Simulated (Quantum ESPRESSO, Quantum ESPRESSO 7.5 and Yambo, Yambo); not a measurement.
# A GW chain in Yambo: Al2O3 (Corundum)

Wanted: ground state, empty states, screening and self-energy for Al2O3 (Corundum).

Program: Quantum ESPRESSO 7.5 and Yambo 5.3.0. Level of theory: PBE and many-body steps on it, plane waves. Results are calculated unless marked as measured.

**The experiments to reproduce.**

- Gap 8.7 eV: optical band gap of host from absorption; optical absorption, quoted from earlier work; bulk crystal (high-purity reference sample) (quoted in “Multi-petahertz electron interference in Cr:Al2O3 solid-state material”, 2018, pmc:5906618).

## Step 1: The structure

The structure is trigonal, space group R-3c (No. 167). The conventional cell has a = 4.760 Å, b = 4.760 Å, c = 12.996 Å, α = 90.00°, β = 90.00°, γ = 120.00°. Al has 6 O at 1.85 to 1.97 Å nearest. Nearest to O lie 4 Al at 1.85 to 1.97 Å. Farther neighbours and most contacts between anions are not listed.

Structure file:

```cif
data_structure
_symmetry_space_group_name_H-M 'P 1'
_symmetry_Int_Tables_number 1
_cell_length_a 5.1302
_cell_length_b 5.1302
_cell_length_c 5.1302
_cell_angle_alpha 55.287
_cell_angle_beta 55.287
_cell_angle_gamma 55.287
_cell_volume 85.02
loop_
_atom_site_label
_atom_site_type_symbol
_atom_site_fract_x
_atom_site_fract_y
_atom_site_fract_z
_atom_site_occupancy
Al1 Al 0.35216 0.35216 0.35216 1
Al2 Al 0.14784 0.14784 0.14784 1
Al3 Al 0.64784 0.64784 0.64784 1
Al4 Al 0.85216 0.85216 0.85216 1
O5 O 0.55668 0.94332 0.25000 1
O6 O 0.25000 0.55668 0.94332 1
O7 O 0.94332 0.25000 0.55668 1
O8 O 0.44332 0.05668 0.75000 1
O9 O 0.75000 0.44332 0.05668 1
O10 O 0.05668 0.75000 0.44332 1
```

The cell and positions come from the Crystallography Open Database and are kept as given unless a step says otherwise.

## Step 2: Ground state

This step: Quantum ESPRESSO 7.5; DFT, PBE, plane waves, norm-conserving pseudopotentials.

The ground-state density comes first.

Contents of pw.in:

```
&control
  calculation = 'scf'
  prefix = 'x'
  outdir = 'o'
  pseudo_dir = 'pseudo'
  tprnfor = .true.
  tstress = .true.
/
&system
  ibrav = 0
  nat = 10
  ntyp = 2
  ecutwfc = 72.0
  nbnd = 33
  force_symmorphic = .true.
/
&electrons
  conv_thr = 1e-10
  electron_maxstep = 80
  mixing_beta = 0.5
/
ATOMIC_SPECIES
  Al 26.982 Al.upf
  O 15.999 O.upf
CELL_PARAMETERS angstrom
  2.3802500000 1.3742379782 4.3318666667
  -2.3802500000 1.3742379782 4.3318666667
  -0.0000000000 -2.7484759565 4.3318666667
ATOMIC_POSITIONS crystal
  Al 0.3521600000 0.3521600000 0.3521600000
  Al 0.1478400000 0.1478400000 0.1478400000
  Al 0.6478400000 0.6478400000 0.6478400000
  Al 0.8521600000 0.8521600000 0.8521600000
  O 0.5566800000 0.9433200000 0.2500000000
  O 0.2500000000 0.5566800000 0.9433200000
  O 0.9433200000 0.2500000000 0.5566800000
  O 0.4433200000 0.0566800000 0.7500000000
  O 0.7500000000 0.4433200000 0.0566800000
  O 0.0566800000 0.7500000000 0.4433200000
K_POINTS automatic
  6 6 6 0 0 0
```

On the command line:

```console
OMP_NUM_THREADS=1 mpirun -n 8 pw.x -nk 8 -in pw.in > pw.out
```

The log of the run:

```text
Program PWSCF v.7.5 starts

     This program is part of the open-source Quantum ESPRESSO suite
     for quantum simulation of materials; please cite
         "P. Giannozzi et al., J. Phys.:Condens. Matter 21 395502 (2009);
         "P. Giannozzi et al., J. Phys.:Condens. Matter 29 465901 (2017);
         "P. Giannozzi et al., J. Chem. Phys. 152 154105 (2020);
     in publications or presentations arising from this work. More details at
     Message from routine setup:
     using ibrav=0 with symmetry is DISCOURAGED, use correct ibrav instead

     G-vector sticks info

     bravais-lattice index     =            0
     lattice parameter (alat)  =       9.6947  a.u.
     unit-cell volume          =     573.7299 (a.u.)^3
     number of atoms/cell      =           10
     number of atomic types    =            2
     number of electrons       =        48.00
     number of Kohn-Sham states=           33
     kinetic-energy cutoff     =      72.0000  Ry
     charge density cutoff     =     288.0000  Ry
     scf convergence threshold =      1.0E-10
     mixing beta               =       0.5000
     number of iterations used =            8  plain     mixing
     Exchange-correlation= PBE
                           (   1   4   3   4   0   0   0)

     celldm(1)=   9.694717  celldm(2)=   0.000000  celldm(3)=   0.000000
     celldm(4)=   0.000000  celldm(5)=   0.000000  celldm(6)=   0.000000

     crystal axes: (cart. coord. in units of alat)
               a(1) = (   0.463966   0.267871   0.844382 )
               a(2) = (  -0.463966   0.267871   0.844382 )
               a(3) = (  -0.000000  -0.535742   0.844382 )

     reciprocal axes: (cart. coord. in units 2 pi/alat)
               b(1) = (  1.077665  0.622190  0.394766 )
               b(2) = ( -1.077665  0.622190  0.394766 )
               b(3) = (  0.000000 -1.244380  0.394766 )
     Pseudo is Norm-conserving + core correction, Zval =  3.0
     Generated using ONCVPSP code by D. R. Hamann
     Using radial grid of 1876 points,  6 beta functions with:
     Pseudo is Norm-conserving + core correction, Zval =  6.0
     Generated using ONCVPSP code by D. R. Hamann
     Using radial grid of  936 points,  5 beta functions with:
     Al                3.00    26.98200     Al( 1.00)
     O                 6.00    15.99900     O ( 1.00)

      6 Sym. Ops., with inversion, found

   Cartesian axes

     site n.     atom                  positions (alat units)
         1        Al     tau(   1) = (   0.0000000  -0.0000000   0.8920724  )
         2        Al     tau(   2) = (  -0.0000000  -0.0000000   0.3745002  )
         3        Al     tau(   3) = (   0.0000000  -0.0000000   1.6410728  )
         4        Al     tau(   4) = (   0.0000000  -0.0000000   2.1586450  )
         5        O      tau(   5) = (  -0.1793879   0.2678710   1.4776680  )
         6        O      tau(   6) = (  -0.1422891  -0.2892900   1.4776680  )
         7        O      tau(   7) = (   0.3216770   0.0214190   1.4776680  )
         8        O      tau(   8) = (   0.1793879  -0.2678710   1.0554772  )
         9        O      tau(   9) = (   0.1422891   0.2892900   1.0554772  )
        10        O      tau(  10) = (  -0.3216770  -0.0214190   1.0554772  )

     number of k points=    40
                       cart. coord. in units 2pi/alat
        k(    1) = (   0.0000000   0.0000000   0.0000000), wk =   0.0092593
        k(    2) = (   0.0000000  -0.2073967   0.0657944), wk =   0.0555556
        k(    3) = (   0.0000000  -0.4147934   0.1315887), wk =   0.0555556
        k(    4) = (   0.0000000   0.6221900  -0.1973831), wk =   0.0277778
        k(    5) = (  -0.1796108  -0.1036983   0.1315887), wk =   0.0555556
        k(    6) = (  -0.1796108  -0.3110950   0.1973831), wk =   0.0555556
        k(    7) = (  -0.1796108   0.7258884  -0.1315887), wk =   0.0555556
        k(    8) = (  -0.1796108   0.5184917  -0.0657944), wk =   0.0555556
        k(    9) = (  -0.1796108   0.3110950   0.0000000), wk =   0.0555556
        k(   10) = (  -0.3592216  -0.2073967   0.2631774), wk =   0.0555556
     [... 28 further rows ...]
        k(   39) = (  -0.1796108  -0.5184917  -0.1315887), wk =   0.0555556
        k(   40) = (   0.7184432  -0.2073967   0.2631774), wk =   0.0555556

     Dense  grid:    47361 G-vectors     FFT dimensions: (  54,  54,  54)

     Initial potential from superposition of free atoms

     starting charge      47.9902, renormalised to      48.0000
     Starting wfcs are   40 randomized atomic wfcs

     per-process dynamical memory:    57.8 Mb

     Self-consistent Calculation

     iteration #  1     ecut=    72.00 Ry     beta= 0.50

     total energy              =    -217.68244875 Ry
     estimated scf accuracy    <       1.96346716 Ry

     iteration #  2     ecut=    72.00 Ry     beta= 0.50

     total energy              =    -218.21542901 Ry
     estimated scf accuracy    <       0.16133995 Ry

     iteration #  3     ecut=    72.00 Ry     beta= 0.50

     total energy              =    -218.23387134 Ry
     estimated scf accuracy    <       0.01729834 Ry

     iteration #  4     ecut=    72.00 Ry     beta= 0.50

     total energy              =    -218.23628230 Ry
     estimated scf accuracy    <       0.00731961 Ry

     iteration #  5     ecut=    72.00 Ry     beta= 0.50

     total energy              =    -218.23732347 Ry
     estimated scf accuracy    <       0.00010813 Ry

     iteration #  6     ecut=    72.00 Ry     beta= 0.50

     total energy              =    -218.23739581 Ry
     estimated scf accuracy    <       0.00002384 Ry

     iteration #  7     ecut=    72.00 Ry     beta= 0.50

     total energy              =    -218.23739682 Ry
     estimated scf accuracy    <       0.00000302 Ry

     iteration #  8     ecut=    72.00 Ry     beta= 0.50

     total energy              =    -218.23739768 Ry
     estimated scf accuracy    <          2.9E-09 Ry

     iteration #  9     ecut=    72.00 Ry     beta= 0.50

     total energy              =    -218.23739768 Ry
     estimated scf accuracy    <       0.00000003 Ry

     iteration # 10     ecut=    72.00 Ry     beta= 0.50

     total energy              =    -218.23739769 Ry
     estimated scf accuracy    <          1.3E-10 Ry

     iteration # 11     ecut=    72.00 Ry     beta= 0.50

     End of self-consistent calculation

          k = 0.0000 0.0000 0.0000 (  5879 PWs)   bands (ev):

   -11.4506  -9.1143  -8.8348  -8.8348  -8.5172  -8.5172   0.8371   1.8374
     2.1856   2.1856   3.3122   3.4095   3.4095   4.4160   4.7721   6.2886
     6.2886   6.4231   6.4231   7.2304   7.2304   7.6741   7.6741   7.7188
    13.9850  16.9063  18.4961  19.2829  19.2829  19.4363  20.1345  20.1345
    20.1785

          k = 0.0000-0.2074 0.0658 (  5895 PWs)   bands (ev):

   -11.3071  -9.1869  -8.9183  -8.8631  -8.5857  -8.5271   0.9891   1.5866
     2.0061   2.7583   2.8097   3.3521   4.2872   4.9613   5.0479   5.8121
     6.1783   6.3226   6.4916   6.8545   7.0432   7.3775   7.6353   7.6687
    14.6073  17.4099  18.0648  18.9581  18.9996  19.2493  20.2812  20.3685
    20.6942

          k = 0.0000-0.4148 0.1316 (  5926 PWs)   bands (ev):

   -10.8989  -9.6487  -8.8916  -8.8641  -8.7303  -8.5917   1.1713   1.6131
     1.8674   2.6579   3.4338   3.9091   4.6856   5.3187   5.4268   5.5676
     5.8732   5.9862   6.2676   6.3473   6.8820   7.1752   7.4908   7.5353
    15.9099  17.5595  17.9120  18.2688  18.6673  19.2204  20.0222  20.1509
    20.6276

          k = 0.0000 0.6222-0.1974 (  5936 PWs)   bands (ev):

     [... further k-points ...]

     highest occupied, lowest unoccupied level (ev):     7.7188   13.9850

!    total energy              =    -218.23739769 Ry
     estimated scf accuracy    <          7.5E-12 Ry

     The total energy is the sum of the following terms:
     one-electron contribution =     -34.97263074 Ry
     hartree contribution      =      53.34686691 Ry
     xc contribution           =     -60.38168755 Ry
     ewald contribution        =    -176.22994631 Ry

     convergence has been achieved in  11 iterations

     Forces acting on atoms (cartesian axes, Ry/au):

     atom    1 type  1   force =     0.00000000    0.00000000   -0.00200943
     atom    2 type  1   force =     0.00000000    0.00000000    0.00200943
     atom    3 type  1   force =    -0.00000000   -0.00000000    0.00200943
     atom    4 type  1   force =     0.00000000   -0.00000000   -0.00200943
     atom    5 type  2   force =    -0.00189495   -0.00000001   -0.00000001
     atom    6 type  2   force =     0.00094748   -0.00164107   -0.00000001
     atom    7 type  2   force =     0.00094747    0.00164108   -0.00000001
     atom    8 type  2   force =     0.00189495    0.00000001    0.00000001
     atom    9 type  2   force =    -0.00094748    0.00164107    0.00000001
     atom   10 type  2   force =    -0.00094747   -0.00164108    0.00000001

     Total force =     0.006140     Total SCF correction =     0.000003

     Computing stress (Cartesian axis) and pressure

          total   stress  (Ry/bohr**3)                   (kbar)     P=       48.00
   0.00034039   0.00000000   0.00000000           50.07        0.00        0.00
  -0.00000000   0.00034039   0.00000000           -0.00       50.07        0.00
  -0.00000000   0.00000000   0.00029818           -0.00        0.00       43.86

     XML data file, charge density, pseudopotentials, collected wavefunctions

=------------------------------------------------------------------------------=
   JOB DONE.
=------------------------------------------------------------------------------=
```

It took 32 s on 8 MPI ranks of Arm Neoverse V2, shared host; peak memory 0.9 GiB; 4.3 min of CPU time.

Numbers from this step:

```
total energy               : -2969.2711 eV
gap                        : 6.266 eV
k of the valence top       : 0, 0, 0
k of the conduction bottom : 0, 0, 0
least direct gap           : 6.266 eV
pressure                   : 4.8 GPa
```

The gap is direct, at Γ. The pressure of 5 GPa says that this functional would expand the cell; it is kept.

[end of part 1 of 3]

[Paths, hosts, dates, memory and timing lines, banners, echoed tables and standing remarks are left out of the program output.]

[Logs are printed without paths, hosts, clocks, repeated set-up lines and the standing remarks that a program may print on its own settings, such as how far it seeks lower states.]

[Runs of the session that timed out or met a known fault of the program may be left out.]

[Hosts, paths, dates, database ids (printed as entryN), source tags and the programs' standing remarks are cut or masked in the printed files.]
